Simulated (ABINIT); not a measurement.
# AlN (F-43m): G0W0 in ABINIT against the k mesh

How does the gap of AlN (F-43m) converge in the k mesh?

Method: PBE and many-body steps on it, plane waves, in ABINIT 10.8.3.

## Step 1: Set-up

Symmetry: F-43m, No. 216, cubic system. The conventional cell has a = 4.368 Å, b = 4.368 Å, c = 4.368 Å, α = 90.00°, β = 90.00°, γ = 90.00°. Nearest to Al lie 4 N at 1.89 Å. Nearest to N lie 4 Al at 1.89 Å. Farther neighbours and most contacts between anions are not listed.

Coordinates:

```cif
data_structure
_symmetry_space_group_name_H-M 'F-43m'
_symmetry_Int_Tables_number 216
_cell_length_a 4.3680
_cell_length_b 4.3680
_cell_length_c 4.3680
_cell_angle_alpha 90.000
_cell_angle_beta 90.000
_cell_angle_gamma 90.000
_cell_volume 83.34
loop_
_atom_site_label
_atom_site_type_symbol
_atom_site_symmetry_multiplicity
_atom_site_Wyckoff_symbol
_atom_site_fract_x
_atom_site_fract_y
_atom_site_fract_z
_atom_site_occupancy
Al1 Al 4 a 0.00000 0.00000 0.00000 1
N1 N 4 c 0.25000 0.25000 0.25000 1
```

The cell and positions are those that the Materials Project relaxed with its own functionals (PBE, PBE+U or r2SCAN), kept fixed. This is not the form that AlN usually takes at ambient conditions.

## Step 2: Empty states on the mesh, 6×6×6 mesh, 390 bands

This step: ABINIT 10.8.3; DFT, PBE, plane waves, norm-conserving pseudopotentials.

The sums over transitions need many empty states on a uniform mesh; this step solves for them.

The input, run.abi:

```
acell 3*1.0 Angstrom
rprim 
  -0.000000000000 2.183993559600 2.183993559600
  2.183993559600 -0.000000000000 2.183993559600
  2.183993559600 2.183993559600 -0.000000000000
ntypat 2
znucl 13 7
natom 2
typat 1 2
xred 
  0.000000000000 0.000000000000 0.000000000000
  0.750000000000 0.750000000000 0.750000000000
pp_dirpath "pseudos"
pseudos "Al.upf, N.upf"
ecut 36
ngkpt 6 6 6
nshiftk 1
shiftk 0 0 0
kptopt 1
chksymbreak 0
irdden 1
istwfk *1
nband 390
prtvol 0
optdriver 6
gwr_task "HDIAGO"
paral_kgb 0
occopt 1
indata_prefix "in"
outdata_prefix "out"
tmpdata_prefix "tmp"
```

The run is started by

```bash
OMP_NUM_THREADS=1 mpirun -n 8 abinit run.abi > log
```

What it wrote:

```text
.Version 10.8.3 of ABINIT. v10.8.2 released Aug 2026.

 Symmetries : space group F-4 3 m (#216); Bravais cF (face-center cubic)
[... echo of the input left out ...]
== DATASET  1 ==================================================================
-   mpi_nproc: 8, omp_nthreads: 1 (-1 if OMP is not activated)

--- !DatasetInfo
iteration_state: {dtset: 1, }
dimensions: {natom: 2, nkpt: 16, mband: 390, nsppol: 1, nspinor: 1, nspden: 1, mpw: 1464, }
cutoff_energies: {ecut:  36.0, pawecutdg:  -1.0, }
[...]
Indirect band gap semiconductor
 Fundamental gap:     3.325 (eV)
   VBM:     5.159 (eV) at k: [ 0.0000E+00,  0.0000E+00,  0.0000E+00]
   CBM:     8.483 (eV) at k: [ 5.0000E-01,  5.0000E-01,  0.0000E+00]
 Direct gap:         4.192 (eV) at k: [ 0.0000E+00,  0.0000E+00,  0.0000E+00]

== END DATASET(S) ==============================================================
================================================================================

 -outvars: echo values of variables after computation  --------
           etotal      0.0000000000E+00
            nband         390
             nkpt          16
          spgroup         216
 [... the other variables as echoed above ...]

 Calculation completed.
```

The job ended after 3.8 s (8 MPI ranks of AMD EPYC 9R45, shared host; peak memory 1.5 GiB; 29 s of CPU time).

Numbers from this step:

```
gap                                                           : 3.325 eV
k of the valence top                                          : 0, 0, 0
k of the conduction bottom                                    : 0.5, 0.5, 0
least direct gap                                              : 4.192 eV
k points computed                                             : 16
lowest point of the top converged band, above the valence top : 381.4166 eV
```

On this mesh the gap is 3.325 eV.

The density comes from a self-consistent run that is not shown.

## Step 3: Empty states on the mesh, 4×4×4 mesh, 107 bands

Edit run.abi of step 2 so:

```diff
@@ -15,3 +15,3 @@
 ecut 36
-ngkpt 6 6 6
+ngkpt 4 4 4
 nshiftk 1
@@ -22,3 +22,3 @@
 istwfk *1
-nband 390
+nband 107
 prtvol 0
```

What it wrote:

```text
[banner, memory and clock lines left out]
.Version 10.8.3 of ABINIT. v10.8.2 released Aug 2026.

 Symmetries : space group F-4 3 m (#216); Bravais cF (face-center cubic)
[... echo of the input left out ...]
== DATASET  1 ==================================================================
-   mpi_nproc: 8, omp_nthreads: 1 (-1 if OMP is not activated)

--- !DatasetInfo
iteration_state: {dtset: 1, }
dimensions: {natom: 2, nkpt: 8, mband: 107, nsppol: 1, nspinor: 1, nspden: 1, mpw: 1475, }
cutoff_energies: {ecut:  36.0, pawecutdg:  -1.0, }
[...]
Integrated=    8.0000E+00

 === KS gaps after direct diagonalization ===
 Indirect band gap semiconductor
 Fundamental gap:     3.325 (eV)
   VBM:     5.159 (eV) at k: [ 0.0000E+00,  0.0000E+00,  0.0000E+00]
   CBM:     8.483 (eV) at k: [ 5.0000E-01,  5.0000E-01,  0.0000E+00]
 Direct gap:         4.192 (eV) at k: [ 0.0000E+00,  0.0000E+00,  0.0000E+00]

== END DATASET(S) ==============================================================

 -outvars: echo values of variables after computation  --------
           etotal      0.0000000000E+00
            nband         107
             nkpt           8
          spgroup         216
 [... the other variables as echoed above ...]

 Calculation completed.
```

Wall time 2.5 s (8 MPI ranks); peak memory 0.19 GiB.

Numbers from this step:

```yaml
gap: 3.325 eV
k_of_the_valence_top: 0, 0, 0
k_of_the_conduction_bottom: 0.5, 0.5, 0
least_direct_gap: 4.192 eV
k_points_computed: 8
lowest_point_of_the_top_converged_band_above_the_valence_top: 141.3586 eV
```

On this mesh the gap is 3.325 eV.

## Step 4: Empty states on the mesh, 8×8×8 mesh, 107 bands

Edit run.abi of step 3 so:

```diff
@@ -15,3 +15,3 @@
 ecut 36
-ngkpt 4 4 4
+ngkpt 8 8 8
 nshiftk 1
```

What it wrote:

```text
[banner, memory and clock lines left out]
.Version 10.8.3 of ABINIT. v10.8.2 released Aug 2026.

 Symmetries : space group F-4 3 m (#216); Bravais cF (face-center cubic)
[... echo of the input left out ...]
== DATASET  1 ==================================================================
-   mpi_nproc: 8, omp_nthreads: 1 (-1 if OMP is not activated)

--- !DatasetInfo
iteration_state: {dtset: 1, }
dimensions: {natom: 2, nkpt: 29, mband: 107, nsppol: 1, nspinor: 1, nspden: 1, mpw: 1475, }
cutoff_energies: {ecut:  36.0, pawecutdg:  -1.0, }
[...]
Integrated=    8.0000E+00

 === KS gaps after direct diagonalization ===
 Indirect band gap semiconductor
 Fundamental gap:     3.325 (eV)
   VBM:     5.159 (eV) at k: [ 0.0000E+00,  0.0000E+00,  0.0000E+00]
   CBM:     8.483 (eV) at k: [ 5.0000E-01,  5.0000E-01,  0.0000E+00]
 Direct gap:         4.192 (eV) at k: [ 0.0000E+00,  0.0000E+00,  0.0000E+00]

== END DATASET(S) ==============================================================

 -outvars: echo values of variables after computation  --------
           etotal      0.0000000000E+00
            nband         107
             nkpt          29
          spgroup         216
 [... the other variables as echoed above ...]

 Calculation completed.
```

Run time: 5.2 s. Hardware: 8 MPI ranks; peak memory 1.4 GiB.

This step gave:

```
gap                                                           : 3.325 eV
k of the valence top                                          : 0, 0, 0
k of the conduction bottom                                    : 0.5, 0.5, 0
least direct gap                                              : 4.192 eV
k points computed                                             : 29
lowest point of the top converged band, above the valence top : 141.3586 eV
```

On this mesh the gap is 3.325 eV.

## Step 5: Empty states on the mesh, 10×10×10 mesh, 107 bands

Edit run.abi of step 4 so:

```diff
@@ -15,3 +15,3 @@
 ecut 36
-ngkpt 8 8 8
+ngkpt 10 10 10
 nshiftk 1
```

What it wrote:

```text
[banner, memory and clock lines left out]
.Version 10.8.3 of ABINIT. v10.8.2 released Aug 2026.

 Symmetries : space group F-4 3 m (#216); Bravais cF (face-center cubic)
[... echo of the input left out ...]
== DATASET  1 ==================================================================
-   mpi_nproc: 8, omp_nthreads: 1 (-1 if OMP is not activated)

--- !DatasetInfo
iteration_state: {dtset: 1, }
dimensions: {natom: 2, nkpt: 47, mband: 107, nsppol: 1, nspinor: 1, nspden: 1, mpw: 1467, }
cutoff_energies: {ecut:  36.0, pawecutdg:  -1.0, }
[...]
Integrated=    8.0000E+00

 === KS gaps after direct diagonalization ===
 Indirect band gap semiconductor
 Fundamental gap:     3.325 (eV)
   VBM:     5.159 (eV) at k: [ 0.0000E+00,  0.0000E+00,  0.0000E+00]
   CBM:     8.483 (eV) at k: [ 5.0000E-01,  5.0000E-01,  0.0000E+00]
 Direct gap:         4.192 (eV) at k: [ 0.0000E+00,  0.0000E+00,  0.0000E+00]

== END DATASET(S) ==============================================================

 -outvars: echo values of variables after computation  --------
           etotal      0.0000000000E+00
            nband         107
             nkpt          47
          spgroup         216
 [... the other variables as echoed above ...]

 Calculation completed.
```

It took 7.1 s on 8 MPI ranks; peak memory 1.4 GiB.

This step gave:

```yaml
gap: 3.325 eV
k_of_the_valence_top: 0, 0, 0
k_of_the_conduction_bottom: 0.5, 0.5, 0
least_direct_gap: 4.192 eV
k_points_computed: 47
lowest_point_of_the_top_converged_band_above_the_valence_top: 142.6403 eV
```

On this mesh the gap is 3.325 eV.

## Step 6: Screening, 4×4×4 mesh, 99 bands, screening to 261.2 eV

The RPA dielectric matrix is built and inverted for each q.

This step: RPA screening on PBE, plane waves, norm-conserving pseudopotentials.

Edit run.abi of step 5 so:

```diff
@@ -15,3 +15,3 @@
 ecut 36
-ngkpt 10 10 10
+ngkpt 4 4 4
 nshiftk 1
@@ -20,10 +20,11 @@
 chksymbreak 0
-irdden 1
 istwfk *1
-nband 107
-prtvol 0
-optdriver 6
-gwr_task "HDIAGO"
-paral_kgb 0
 occopt 1
+irdwfk 1
+optdriver 3
+nband 99
+ecuteps 9.6
+inclvkb 2
+awtr 1
+symchi 1
 indata_prefix "in"
```

What it wrote:

```text
.Version 10.8.3 of ABINIT. v10.8.2 released Aug 2026.

 Symmetries : space group F-4 3 m (#216); Bravais cF (face-center cubic)
[... echo of the input left out ...]
== DATASET  1 ==================================================================
-   mpi_nproc: 8, omp_nthreads: 1 (-1 if OMP is not activated)

--- !DatasetInfo
iteration_state: {dtset: 1, }
dimensions: {natom: 2, nkpt: 8, mband: 99, nsppol: 1, nspinor: 1, nspden: 1, mpw: 1475, }
cutoff_energies: {ecut:  36.0, pawecutdg:  -1.0, }
electrons: {nelect:   8.00000000E+00, charge:   0.00000000E+00, occopt:   1.00000000E+00, tsmear:   1.00000000E-02, }

 SCREENING: Calculation of the susceptibility and dielectric matrices

 Based on a program developped by R.W. Godby, V. Olevano, G. Onida, and L. Reining.
 Incorporated in ABINIT by V. Olevano, G.-M. Rignanese, and M. Torrent.
.Using double precision arithmetic ; gwpc =  8

[... cell and pseudopotentials left out ...]
--------------------------------------------------------------------------------

 ==== K-mesh for the wavefunctions ====
 Number of points in the irreducible wedge :     8
[... list of points left out ...]
 Together with 24 symmetry operations and time-reversal symmetry
 yields    64 points in the full Brillouin Zone.

 ==== Q-mesh for the screening function ====
 Number of points in the irreducible wedge :     8
[... list of points left out ...]
 Together with 24 symmetry operations and time-reversal symmetry
 yields    64 points in the full Brillouin Zone.

 setmesh: FFT mesh size selected  =    24x   24x   24
          total number of points  =        13824

 vcoul_init : cutoff-mode = AUXILIARY_FUNCTION
 q-points for optical limit:   1
     1)      0.000010    0.000020    0.000030

- screening: taking advantage of time-reversal symmetry
- Maximum band index for partially occupied states nbvw = 4
- Remaining bands to be divided among processors   nbcw = 95
- Number of bands treated by each node ~11

 Number of electrons calculated from density =    8.0000; Expected =    8.0000
 average of density, n =  0.056900
 r_s =    1.6129
 omega_plasma =   23.0097 [eV]

 calculating chi0 at frequencies [eV] :
  1    0.000000E+00    0.000000E+00
  2    0.000000E+00    2.300966E+01

--------------------------------------------------------------------------------
  q-point number  1        q = ( 0.000000, 0.000000, 0.000000) [r.l.u.]
--------------------------------------------------------------------------------
[... chi0 elements left out ...]
 For q-point:  0.000010 0.000020 0.000030
  dielectric constant =   4.8608
  dielectric constant without local fields =   5.3389

  Average fulfillment of the sum rule on Im[epsilon] for q-point    1 :     88.52  [%]
[... wings left out ...]
  q-point number  2        q = ( 0.250000, 0.000000, 0.000000) [r.l.u.]
--------------------------------------------------------------------------------
[... chi0 elements left out ...]
  Average fulfillment of the sum rule on Im[epsilon] for q-point    2 :     94.31  [%]

 [... 6 further q-points ...]
```

It took 2.8 s on 8 MPI ranks; peak memory 0.11 GiB; 21 s of CPU time.

This step gave:

- ε∞ with local fields, on this mesh, along the program's q direction: 4.861
- the same without local fields: 5.339
- plasma frequency: 23.01 eV
- plane waves in the screening matrix: 181

Local fields lower ε∞ by 9 %. On a Γ-centred mesh this coarse the value itself is usually too large, while a short band sum pulls it down.

## Step 7: 4×4×4

This step: G0W0 on PBE, plane waves, norm-conserving pseudopotentials.

Edit run.abi of step 6 so:

```diff
@@ -23,8 +23,17 @@
 irdwfk 1
-optdriver 3
+optdriver 4
 nband 99
+gwcalctyp 0
+ecutsigx 36
+symsigma 1
+nkptgw 2
+kptgw 
+  0.0000000000 0.0000000000 0.0000000000
+  0.5000000000 0.5000000000 0.0000000000
+bdgw 
+  2 8
+  3 6
 ecuteps 9.6
-inclvkb 2
-awtr 1
-symchi 1
+irdscr 1
+ppmodel 1
 indata_prefix "in"
```

What it wrote:

```text
.Version 10.8.3 of ABINIT. v10.8.2 released Aug 2026.

 Symmetries : space group F-4 3 m (#216); Bravais cF (face-center cubic)
[... echo of the input left out ...]
== DATASET  1 ==================================================================
-   mpi_nproc: 8, omp_nthreads: 1 (-1 if OMP is not activated)

--- !DatasetInfo
iteration_state: {dtset: 1, }
dimensions: {natom: 2, nkpt: 8, mband: 99, nsppol: 1, nspinor: 1, nspden: 1, mpw: 1475, }
cutoff_energies: {ecut:  36.0, pawecutdg:  -1.0, }
electrons: {nelect:   8.00000000E+00, charge:   0.00000000E+00, occopt:   1.00000000E+00, tsmear:   1.00000000E-02, }

 SIGMA: Calculation of the GW corrections

 Based on a program developped by R.W. Godby, V. Olevano, G. Onida, and L. Reining.
 Incorporated in ABINIT by V. Olevano, G.-M. Rignanese, and M. Torrent.
.Using double precision arithmetic ; gwpc =  8

[... cell and pseudopotentials left out ...]
--------------------------------------------------------------------------------

 ==== K-mesh for the wavefunctions ====
 Number of points in the irreducible wedge :     8
[... list of points left out ...]
 Together with 24 symmetry operations and time-reversal symmetry
 yields    64 points in the full Brillouin Zone.

 ==== Q-mesh for screening function ====
 Number of points in the irreducible wedge :     8
[... list of points left out ...]
 Together with 24 symmetry operations and time-reversal symmetry
 yields    64 points in the full Brillouin Zone.

 vcoul_init : cutoff-mode = AUXILIARY_FUNCTION
 q-points for optical limit:   1
     1)      0.000010    0.000020    0.000030
 setmesh: FFT mesh size selected  =    32x   32x   32
          total number of points  =        32768

 Number of electrons calculated from density =    8.0000; Expected =    8.0000
 average of density, n =  0.056900
 r_s =    1.6129
 omega_plasma =   23.0097 [eV]

 === KS Band Gaps ===
  >>>> For spin  1
   Minimum direct gap =   4.1921 [eV], located at k-point      :   0.0000  0.0000  0.0000
   Fundamental gap    =   3.3248 [eV], Top of valence bands at :   0.0000  0.0000  0.0000
                                       Bottom of conduction at :   0.5000  0.5000  0.0000
 SIGMA fundamental parameters:
 PLASMON POLE MODEL  1
 number of plane-waves for SigmaX                 1459
 number of plane-waves for SigmaC and W            181
 number of plane-waves for wavefunctions          1459
 number of bands                                    99
 number of independent spin polarizations            1
 number of spinorial components                      1
 number of k-points in IBZ                           8
 number of q-points in IBZ                           8
 number of symmetry operations                      24
 number of k-points in BZ                           64
 number of q-points in BZ                           64
 number of frequencies for dSigma/dE                 9
 frequency step for dSigma/dE [eV]                0.25
 number of omega for Sigma on real axis              0
 max omega for Sigma on real axis  [eV]           0.00
 zcut for avoiding poles [eV]                     0.10

 EPSILON^-1 parameters (SCR file):
 dimension of the eps^-1 matrix on file            181
 dimension of the eps^-1 matrix used               181
 number of plane-waves for wavefunctions          1459
 number of bands                                    99
 number of q-points in IBZ                           8
 number of frequencies                               2
 number of real frequencies                          1
 number of imag frequencies                          1

 matrix elements of self-energy operator (all in [eV])

 Perturbative Calculation

--- !SelfEnergy_ee
iteration_state: {dtset: 1, }
kpoint     : [   0.000,    0.000,    0.000, ]
spin       : 1
KS_gap     :    4.192
QP_gap     :    5.568
Delta_QP_KS:    1.376
data: !SigmaeeData |
     Band     E0 <VxcDFT>   SigX SigC(E0)      Z dSigC/dE  Sig(E)    E-E0       E
        2   5.159 -16.969 -21.026   3.050   0.784  -0.275 -17.759  -0.790   4.369
        3   5.159 -16.969 -21.026   3.050   0.784  -0.275 -17.759  -0.790   4.369
        4   5.159 -16.969 -21.026   3.050   0.784  -0.275 -17.759  -0.790   4.369
        5   9.351 -12.519  -7.849  -3.950   0.814  -0.229 -11.933   0.586   9.937
        6  17.748  -9.879  -4.051  -5.075   0.819  -0.221  -9.262   0.617  18.365
        7  17.748  -9.879  -4.051  -5.075   0.819  -0.221  -9.262   0.617  18.365
        8  17.748  -9.879  -4.051  -5.075   0.819  -0.221  -9.262   0.617  18.365

--- !SelfEnergy_ee
iteration_state: {dtset: 1, }
kpoint     : [   0.500,    0.500,    0.000, ]
spin       : 1
KS_gap     :    5.100
QP_gap     :    6.542
Delta_QP_KS:    1.442
data: !SigmaeeData |
     Band     E0 <VxcDFT>   SigX SigC(E0)      Z dSigC/dE  Sig(E)    E-E0       E
        3   3.383 -15.437 -20.140   3.325   0.780  -0.282 -16.512  -1.075   2.308
        4   3.383 -15.437 -20.140   3.325   0.780  -0.282 -16.512  -1.075   2.308
        5   8.483  -9.184  -4.869  -3.875   0.834  -0.199  -8.817   0.367   8.850
        6  13.810  -9.447  -4.311  -4.425   0.837  -0.194  -8.851   0.595  14.405

== END DATASET(S) ==============================================================
================================================================================

 -outvars: echo values of variables after computation  --------
           etotal      0.0000000000E+00
            nband          99
             nkpt           8
          spgroup         216
 [... the other variables as echoed above ...]

 Calculation completed.
```

Wall time 3 s (8 MPI ranks); peak memory 0.12 GiB.

This step gave:

| Item | Value |
| --- | --- |
| G0W0 gap on the points computed | 4.481 eV |
| starting gap on the mesh | 3.325 eV |
| k of the valence top | 0, 0, 0 |
| k of the conduction bottom | 0.5, 0.5, 0 |
| Z at the valence top | 0.784 |
| Z at the conduction bottom | 0.834 |
| least direct G0W0 gap on the computed points | 5.568 eV |

(Continued in part 2 of 2.)

[Paths, hosts, dates, memory and timing lines, banners, echoed tables and standing remarks are left out of the program output.]

[Logs are printed without paths, hosts, clocks, repeated set-up lines and the standing remarks that a program may print on its own settings, such as how far it seeks lower states.]

[Runs of the session that timed out or met a known fault of the program may be left out.]

[No measured gap is set beside runs whose start may be inverted or whose files or cutoffs have a known fault.]

[Hosts, paths, dates, database ids (printed as entryN), source tags and the programs' standing remarks are cut or masked in the printed files.]

[G0W0 gaps are taken among the corrected bands and points alone; a level outside them can change the order at an edge.]

[Where Ansatz stands beside ABINIT at settings called matched, ABINIT's density can come from a denser mesh and the files from another edition; pairs whose starting gaps differed by over 0.03 eV were left out, so agreement reads better than it is.]
